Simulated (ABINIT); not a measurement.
**SrTiO3 (Tausonite): a self-consistent loop beyond G0W0, cycle by cycle**

How far does self-consistency move the gap of SrTiO3 (Tausonite)?

Main program and level: ABINIT 10.8.3; PBEsol and many-body steps on it, plane waves.

**What was measured.**

- Gap 3.77 eV: direct gap (M0 critical point); spectroscopic ellipsometry, second-derivative fit; 300 K; bulk crystal (commercial single crystal) (“Optical probe of ferroelectric order in bulk and thin film perovskite titanates”, 2013, arxiv:1309.1245).

This is a report of a sequence of runs, with most program output left out.

### Step 1. The structure

Symmetry: Pm-3m, No. 221, cubic system. The conventional cell has a = 3.905 Å, b = 3.905 Å, c = 3.905 Å, α = 90.00°, β = 90.00°, γ = 90.00°. Nearest to Sr lie 12 O at 2.76 Å. Ti has 6 O at 1.95 Å nearest. Nearest to O lie 2 Ti at 1.95 Å and 4 Sr at 2.76 Å. Farther neighbours and most contacts between anions are not listed.

The cell and positions come from the Crystallography Open Database and are kept as given unless a step says otherwise.

### Step 2. Empty states on the mesh, 4×4×4 mesh, 208 bands

This step: ABINIT 10.8.3; DFT, PBEsol, plane waves, norm-conserving pseudopotentials.

The sums over transitions need many empty states on a uniform mesh; this step solves for them.

run.abi reads:

```
acell 3*1.0 Angstrom
rprim 
  3.905280000000 0.000000000000 0.000000000000
  0.000000000000 3.905280000000 0.000000000000
  0.000000000000 0.000000000000 3.905280000000
ntypat 3
znucl 38 22 8
natom 5
typat 1 2 3 3 3
xred 
  0.500000000000 0.500000000000 0.500000000000
  0.000000000000 0.000000000000 0.000000000000
  0.500000000000 0.000000000000 0.000000000000
  0.000000000000 0.500000000000 0.000000000000
  0.000000000000 0.000000000000 0.500000000000
pp_dirpath "pseudos"
pseudos "Sr.upf, Ti.upf, O.upf"
ecut 38
ngkpt 4 4 4
nshiftk 1
shiftk 0 0 0
kptopt 1
chksymbreak 0
irdden 1
istwfk *1
nband 208
prtvol 0
optdriver 6
gwr_task "HDIAGO"
paral_kgb 0
occopt 1
indata_prefix "in"
outdata_prefix "out"
tmpdata_prefix "tmp"
```

Started as:

```sh
$ OMP_NUM_THREADS=1 mpirun -n 4 abinit run.abi > log
```

The job ended after 2.8 min (4 MPI ranks of Arm Neoverse V2, shared host; peak memory 4.6 GiB; 11 min of CPU time).

Numbers from this step:

| Quantity | Value |
| --- | --- |
| gap | 1.854 eV |
| k of the valence top | 0.5, 0.5, 0.5 |
| k of the conduction bottom | 0, 0, 0 |
| least direct gap | 2.212 eV |
| k points computed | 10 |
| lowest point of the top converged band, above the valence top | 108.1047 eV |

On this mesh the gap is 1.854 eV.

The density comes from a self-consistent run that is not shown.

### Step 3. Screening, 4×4×4 mesh, 200 bands, screening to 179.6 eV

The RPA dielectric matrix is built and inverted for each q.

This step: RPA screening on PBEsol, plane waves, norm-conserving pseudopotentials.

Changes to run.abi since step 2:

```diff
@@ -23,10 +23,11 @@
 chksymbreak 0
-irdden 1
 istwfk *1
-nband 208
-prtvol 0
-optdriver 6
-gwr_task "HDIAGO"
-paral_kgb 0
 occopt 1
+irdwfk 1
+optdriver 3
+nband 200
+ecuteps 6.6
+inclvkb 2
+awtr 1
+symchi 1
 indata_prefix "in"
```

Wall time 2.5 min (4 MPI ranks); peak memory 1.7 GiB.

Numbers from this step:

```
ε∞ with local fields, on this mesh, along the program's q direction : 6.559
the same without local fields                                       : 6.939
plasma frequency                                                    : 30.43 eV
plane waves in the screening matrix                                 : 341
```

Local fields lower ε∞ by 5 %. On a Γ-centred mesh this coarse the value itself is usually too large, while a short band sum pulls it down.

### Step 4. G0W0

The self-energy is evaluated for the states that the input lists, and the levels follow from it, in one-shot runs by the linearised quasiparticle equation.

This step: G0W0 on PBEsol, plane waves, norm-conserving pseudopotentials.

Changes to run.abi since step 3:

```diff
@@ -26,8 +26,21 @@
 irdwfk 1
-optdriver 3
+optdriver 4
 nband 200
+gwcalctyp 0
+ecutsigx 38
+symsigma 1
+nkptgw 4
+kptgw 
+  0.5000000000 0.5000000000 0.5000000000
+  0.0000000000 0.0000000000 0.0000000000
+  0.5000000000 0.0000000000 0.0000000000
+  0.5000000000 0.5000000000 0.0000000000
+bdgw 
+  18 23
+  18 23
+  19 23
+  18 22
 ecuteps 6.6
-inclvkb 2
-awtr 1
-symchi 1
+irdscr 1
+ppmodel 1
 indata_prefix "in"
```

It took 73 s on 4 MPI ranks; peak memory 1.7 GiB; 4.9 min of CPU time.

Numbers from this step:

| Property | Result |
| --- | --- |
| G0W0 gap on the mesh | 3.544 eV |
| starting gap on the mesh | 1.854 eV |
| k of the valence top | 0.5, 0.5, 0.5 |
| k of the conduction bottom | 0, 0, 0 |
| Z at the valence top | 0.767 |
| Z at the conduction bottom | 0.782 |
| least direct G0W0 gap on the computed points | 3.919 eV |

The gap on the mesh goes from 1.85 eV to 3.54 eV, a correction of +1.69 eV.

### Step 5. evGW0, cycle 1

This step: evGW0 on PBEsol, plane waves, norm-conserving pseudopotentials.

Changes to run.abi since step 4:

```diff
@@ -28,16 +28,28 @@
 nband 200
-gwcalctyp 0
+gwcalctyp 10
 ecutsigx 38
 symsigma 1
-nkptgw 4
+nkptgw 10
 kptgw 
+  0.0000000000 0.0000000000 0.0000000000
+  0.2500000000 0.0000000000 0.0000000000
+  0.5000000000 0.0000000000 0.0000000000
+  0.2500000000 0.2500000000 0.0000000000
+  0.5000000000 0.2500000000 0.0000000000
+  0.5000000000 0.5000000000 0.0000000000
+  0.2500000000 0.2500000000 0.2500000000
+  0.5000000000 0.2500000000 0.2500000000
+  0.5000000000 0.5000000000 0.2500000000
   0.5000000000 0.5000000000 0.5000000000
-  0.0000000000 0.0000000000 0.0000000000
-  0.5000000000 0.0000000000 0.0000000000
-  0.5000000000 0.5000000000 0.0000000000
 bdgw 
-  18 23
-  18 23
-  19 23
-  18 22
+  12 31
+  12 31
+  12 31
+  12 31
+  12 31
+  12 31
+  12 31
+  12 31
+  12 31
+  12 31
 ecuteps 6.6
```

Elapsed: 17 min, on 4 MPI ranks; peak memory 2.4 GiB; 68 min of CPU time.

Numbers from this step:

* quasiparticle gap on the mesh: 4.022 eV
* gap of the density functional on the mesh: 1.854 eV
* k of the valence top: 0.5, 0.5, 0.5
* k of the conduction bottom: 0, 0, 0
* Z at the valence top: 0.767
* Z at the conduction bottom: 0.782
* least direct quasiparticle gap on the computed points: 4.400 eV

Against G0W0 in ABINIT (4×4×4 mesh, 200 bands, screening to 179.6 eV, Godby-Needs plasmon pole), the gap moves by +0.478 eV. This first cycle still uses the starting levels; it takes the full correction, at all points of the mesh, and its linearised value is 3.544 eV.

### Step 6. evGW0, cycle 2

The corrected levels of the last cycle go back in.

Changes to run.abi since step 5:

```diff
@@ -57,2 +57,3 @@
 ppmodel 1
+irdqps 1
 indata_prefix "in"
```

It took 17 min on 4 MPI ranks; peak memory 2.4 GiB.

Numbers from this step:

| Property | Result |
| --- | --- |
| quasiparticle gap on the mesh | 3.901 eV |
| gap of the density functional on the mesh | 1.854 eV |
| k of the valence top | 0.5, 0.5, 0.5 |
| k of the conduction bottom | 0, 0, 0 |
| least direct quasiparticle gap on the computed points | 4.272 eV |

Against the cycle before, the gap moves by −0.121 eV.

### Step 7. evGW0, cycle 3

run.abi is that of step 6.

Elapsed: 17 min, on 4 MPI ranks; peak memory 2.4 GiB; 67 min of CPU time.

Numbers from this step:

```yaml
quasiparticle_gap_on_the_mesh: 3.897 eV
gap_of_the_density_functional_on_the_mesh: 1.854 eV
k_of_the_valence_top: 0.5, 0.5, 0.5
k_of_the_conduction_bottom: 0, 0, 0
least_direct_quasiparticle_gap_on_the_computed_points: 4.267 eV
```

Against the cycle before, the gap moves by −0.004 eV.

### Step 8. Screening, 4×4×4 mesh, 200 bands, screening to 179.6 eV

This step: RPA screening on PBEsol, plane waves, norm-conserving pseudopotentials.

run.abi reads:

```
acell 3*1.0 Angstrom
rprim 
  3.905280000000 0.000000000000 0.000000000000
  0.000000000000 3.905280000000 0.000000000000
  0.000000000000 0.000000000000 3.905280000000
ntypat 3
znucl 38 22 8
natom 5
typat 1 2 3 3 3
xred 
  0.500000000000 0.500000000000 0.500000000000
  0.000000000000 0.000000000000 0.000000000000
  0.500000000000 0.000000000000 0.000000000000
  0.000000000000 0.500000000000 0.000000000000
  0.000000000000 0.000000000000 0.500000000000
pp_dirpath "pseudos"
pseudos "Sr.upf, Ti.upf, O.upf"
ecut 38
ngkpt 4 4 4
nshiftk 1
shiftk 0 0 0
kptopt 1
chksymbreak 0
istwfk *1
occopt 1
irdwfk 1
optdriver 3
nband 200
ecuteps 6.6
inclvkb 2
awtr 1
symchi 1
gwcalctyp 10
mbpt_sciss 2.218 eV
nqptdm 1
qptdm 
  0 0 0
indata_prefix "in"
outdata_prefix "out"
tmpdata_prefix "tmp"
```

The job ended after 32 s (4 MPI ranks; peak memory 1.7 GiB; 2.1 min of CPU time).

Numbers from this step:

```
ε∞ with local fields, on this mesh, along the program's q direction : 4.976
the same without local fields                                       : 5.243
plasma frequency                                                    : 30.43 eV
plane waves in the screening matrix                                 : 341
```

This screening uses the functional's bands under a rigid shift, the mean opening of the cycle before.

### Step 9. Screening, 4×4×4 mesh, 200 bands, screening to 179.6 eV

This step: RPA screening on PBEsol from quasiparticle energies, plane waves, norm-conserving pseudopotentials.

Changes to run.abi since step 8:

```diff
@@ -32,7 +32,15 @@
 symchi 1
+irdqps 1
 gwcalctyp 10
-mbpt_sciss 2.218 eV
-nqptdm 1
+nqptdm 9
 qptdm 
-  0 0 0
+  0.2500000000 0.0000000000 0.0000000000
+  0.5000000000 0.0000000000 0.0000000000
+  0.2500000000 0.2500000000 0.0000000000
+  0.5000000000 0.2500000000 0.0000000000
+  0.5000000000 0.5000000000 0.0000000000
+  0.2500000000 0.2500000000 0.2500000000
+  0.5000000000 0.2500000000 0.2500000000
+  0.5000000000 0.5000000000 0.2500000000
+  0.5000000000 0.5000000000 0.5000000000
 indata_prefix "in"
```

mrgscr.stdin reads:

```
2
merged
q0_SCR
out_SCR
1
```

Started as:

```sh
$ OMP_NUM_THREADS=1 mpirun -n 4 abinit run.abi > log; mrgscr < mrgscr.stdin
```

The job ended after 2 min (4 MPI ranks; peak memory 1.6 GiB; 8 min of CPU time).

Numbers from this step:

| Property | Result |
| --- | --- |
| plasma frequency | 30.43 eV |
| plane waves in the screening matrix | 341 |

This screening reads the quasiparticle levels of the cycle before.

### Step 10. evGW, cycle 1

This step: evGW on PBEsol, plane waves, norm-conserving pseudopotentials.

Changes to run.abi since step 9:

```diff
@@ -26,12 +26,10 @@
 irdwfk 1
-optdriver 3
+optdriver 4
 nband 200
-ecuteps 6.6
-inclvkb 2
-awtr 1
-symchi 1
-irdqps 1
 gwcalctyp 10
-nqptdm 9
-qptdm 
+ecutsigx 38
+symsigma 1
+nkptgw 10
+kptgw 
+  0.0000000000 0.0000000000 0.0000000000
   0.2500000000 0.0000000000 0.0000000000
@@ -45,2 +43,17 @@
   0.5000000000 0.5000000000 0.5000000000
+bdgw 
+  12 31
+  12 31
+  12 31
+  12 31
+  12 31
+  12 31
+  12 31
+  12 31
+  12 31
+  12 31
+ecuteps 6.6
+irdscr 1
+ppmodel 1
+irdqps 1
 indata_prefix "in"
```

Started as:

```sh
$ OMP_NUM_THREADS=1 mpirun -n 4 abinit run.abi > log
```

Wall time 17 min (4 MPI ranks); peak memory 2.4 GiB.

This step gave:

```yaml
quasiparticle_gap_on_the_mesh: 4.503 eV
gap_of_the_density_functional_on_the_mesh: 1.854 eV
k_of_the_valence_top: 0.5, 0.5, 0.5
k_of_the_conduction_bottom: 0, 0, 0
least_direct_quasiparticle_gap_on_the_computed_points: 4.857 eV
```

Against G0W0 in ABINIT (4×4×4 mesh, 200 bands, screening to 179.6 eV, Godby-Needs plasmon pole), the gap moves by +0.959 eV.

### Step 11. Screening, 4×4×4 mesh, 200 bands, screening to 179.6 eV

This step: RPA screening on PBEsol, plane waves, norm-conserving pseudopotentials.

run.abi reads:

```
acell 3*1.0 Angstrom
rprim 
  3.905280000000 0.000000000000 0.000000000000
  0.000000000000 3.905280000000 0.000000000000
  0.000000000000 0.000000000000 3.905280000000
ntypat 3
znucl 38 22 8
natom 5
typat 1 2 3 3 3
xred 
  0.500000000000 0.500000000000 0.500000000000
  0.000000000000 0.000000000000 0.000000000000
  0.500000000000 0.000000000000 0.000000000000
  0.000000000000 0.500000000000 0.000000000000
  0.000000000000 0.000000000000 0.500000000000
pp_dirpath "pseudos"
pseudos "Sr.upf, Ti.upf, O.upf"
ecut 38
ngkpt 4 4 4
nshiftk 1
shiftk 0 0 0
kptopt 1
chksymbreak 0
istwfk *1
occopt 1
irdwfk 1
optdriver 3
nband 200
ecuteps 6.6
inclvkb 2
awtr 1
symchi 1
gwcalctyp 10
mbpt_sciss 2.857 eV
nqptdm 1
qptdm 
  0 0 0
indata_prefix "in"
outdata_prefix "out"
tmpdata_prefix "tmp"
```

Elapsed: 32 s, on 4 MPI ranks; peak memory 1.7 GiB; 2.1 min of CPU time.

Numbers from this step:

```
ε∞ with local fields, on this mesh, along the program's q direction : 4.698
the same without local fields                                       : 4.946
plasma frequency                                                    : 30.43 eV
plane waves in the screening matrix                                 : 341
```

This screening uses the functional's bands under a rigid shift, the mean opening of the cycle before.

### Step 12. Screening, 4×4×4 mesh, 200 bands, screening to 179.6 eV

This step: RPA screening on PBEsol from quasiparticle energies, plane waves, norm-conserving pseudopotentials.

Changes to run.abi since step 11:

```diff
@@ -32,7 +32,15 @@
 symchi 1
+irdqps 1
 gwcalctyp 10
-mbpt_sciss 2.857 eV
-nqptdm 1
+nqptdm 9
 qptdm 
-  0 0 0
+  0.2500000000 0.0000000000 0.0000000000
+  0.5000000000 0.0000000000 0.0000000000
+  0.2500000000 0.2500000000 0.0000000000
+  0.5000000000 0.2500000000 0.0000000000
+  0.5000000000 0.5000000000 0.0000000000
+  0.2500000000 0.2500000000 0.2500000000
+  0.5000000000 0.2500000000 0.2500000000
+  0.5000000000 0.5000000000 0.2500000000
+  0.5000000000 0.5000000000 0.5000000000
 indata_prefix "in"
```

mrgscr.stdin is that of step 9.

Started as:

```sh
$ OMP_NUM_THREADS=1 mpirun -n 4 abinit run.abi > log; mrgscr < mrgscr.stdin
```

Run time: 2.1 min. Hardware: 4 MPI ranks; peak memory 1.6 GiB; 8.4 min of CPU time.

This step gave:

```
plasma frequency                    : 30.43 eV
plane waves in the screening matrix : 341
```

This screening reads the quasiparticle levels of the cycle before.

### Step 13. evGW, cycle 2

This step: evGW on PBEsol, plane waves, norm-conserving pseudopotentials.

Changes to run.abi since step 12:

```diff
@@ -26,12 +26,10 @@
 irdwfk 1
-optdriver 3
+optdriver 4
 nband 200
-ecuteps 6.6
-inclvkb 2
-awtr 1
-symchi 1
-irdqps 1
 gwcalctyp 10
-nqptdm 9
-qptdm 
+ecutsigx 38
+symsigma 1
+nkptgw 10
+kptgw 
+  0.0000000000 0.0000000000 0.0000000000
   0.2500000000 0.0000000000 0.0000000000
@@ -45,2 +43,17 @@
   0.5000000000 0.5000000000 0.5000000000
+bdgw 
+  12 31
+  12 31
+  12 31
+  12 31
+  12 31
+  12 31
+  12 31
+  12 31
+  12 31
+  12 31
+ecuteps 6.6
+irdscr 1
+ppmodel 1
+irdqps 1
 indata_prefix "in"
```

Started as:

```sh
$ OMP_NUM_THREADS=1 mpirun -n 4 abinit run.abi > log
```

The job ended after 17 min (4 MPI ranks; peak memory 2.4 GiB).

Numbers from this step:

```yaml
quasiparticle_gap_on_the_mesh: 4.605 eV
gap_of_the_density_functional_on_the_mesh: 1.854 eV
k_of_the_valence_top: 0.5, 0.5, 0.5
k_of_the_conduction_bottom: 0, 0, 0
least_direct_quasiparticle_gap_on_the_computed_points: 4.957 eV
```

Against the cycle before, the gap moves by +0.102 eV.

### Step 14. The runs together

Times are wall times on 4 MPI ranks of Arm Neoverse V2, shared host, good to a factor of about two. A run's time includes the screening step that it read.

| run | mesh | bands | screening cutoff (eV) | DFT gap (eV) | gap on the mesh (eV) | direct (eV) | ε∞ used | time |
| --- | --- | --- | --- | --- | --- | --- | --- | --- |
| G0W0 | 4×4×4 | 200 | 179.6 | 1.854 | 3.544 | 3.919 | 6.56 | 3.7 min |
| evGW0, cycle 1 | 4×4×4 | 200 | 179.6 | 1.854 | 4.022 | 4.400 | 6.56 | 19 min |
| evGW0, cycle 2 | 4×4×4 | 200 | 179.6 | 1.854 | 3.901 | 4.272 | 6.56 | 19 min |
| evGW0, cycle 3 | 4×4×4 | 200 | 179.6 | 1.854 | 3.897 | 4.267 | 6.56 | 19 min |
| evGW, cycle 1 | 4×4×4 | 200 | 179.6 | 1.854 | 4.503 | 4.857 | 4.98 | 19 min |
| evGW, cycle 2 | 4×4×4 | 200 | 179.6 | 1.854 | 4.605 | 4.957 | 4.70 | 19 min |

### Step 15. Summary of results

| Property | Result |
| --- | --- |
| G0W0 | 3.544 eV |
| evGW0, cycle 1 | 4.022 eV |
| evGW0, cycle 2 | 3.901 eV |
| evGW0, cycle 3 | 3.897 eV |
| evGW, cycle 1 | 4.503 eV |
| evGW, cycle 2 | 4.605 eV |
| known limits | not at the basis limit; no spin-orbit coupling; coarse k mesh |

**Reading.** Only the bands that the input lists are updated; the others, empty or deep, keep the functional's energies or take a rigid shift. The evGW loop starts from the last levels of evGW0, so its cycles and time come on top of those. evGW0 ends at 3.90 eV, +0.35 eV from G0W0, after 3 cycles that took 51 min beside the first screening; the last moved the gap by 0.004 eV. evGW ends at 4.60 eV, +1.06 eV from G0W0, after 2 cycles that took 39 min beside the first screening; the last moved the gap by 0.102 eV, so the loop had not settled. The first cycle of evGW0 takes the full correction, without the factor Z, so it overshoots the one-shot value. Against experiment, by evGW, cycle 2: the direct gap of 4.96 eV lies +1.19 eV from the measured 3.77 eV (direct, 300 K, 2013). An exciton line or allowed optical edge lies below the quasiparticle gap by the binding energy; a forbidden edge can push the onset above it. These are gaps on the mesh, at modest bands and cutoff. The calculation has static nuclei and no excitons; a measured gap holds zero-point and thermal motion, which mostly lowers it. Bands and cutoff are finite, so the gap is not at the basis limit. The miss can reach some tenths of an eV and take either sign; the mesh is an error of its own. The 4×4×4 mesh is coarse for this cell, which bears on the long-range parts of exchange and screening. This is the ideal cubic cell; many perovskites, halides above all, are cubic only on average, and local tilts or off-centring can widen the gap. In the updated screening the q = 0 part is built from Kohn-Sham bands under a rigid shift, the other q from the quasiparticle levels. The many-body steps are scalar-relativistic: spin-orbit coupling is not in them.

[Paths, hosts, dates, memory and timing lines, banners, echoed tables and standing remarks are left out of the program output.]

[Logs are printed without paths, hosts, clocks, repeated set-up lines and the standing remarks that a program may print on its own settings, such as how far it seeks lower states.]

[Runs of the session that timed out or met a known fault of the program may be left out.]

[Hosts, paths, dates, database ids (printed as entryN), source tags and the programs' standing remarks are cut or masked in the printed files.]

[G0W0 gaps are taken among the corrected bands and points alone; a level outside them can change the order at an edge.]

[Where Ansatz stands beside ABINIT at settings called matched, ABINIT's density can come from a denser mesh and the files from another edition; pairs whose starting gaps differed by over 0.03 eV were left out, so agreement reads better than it is.]
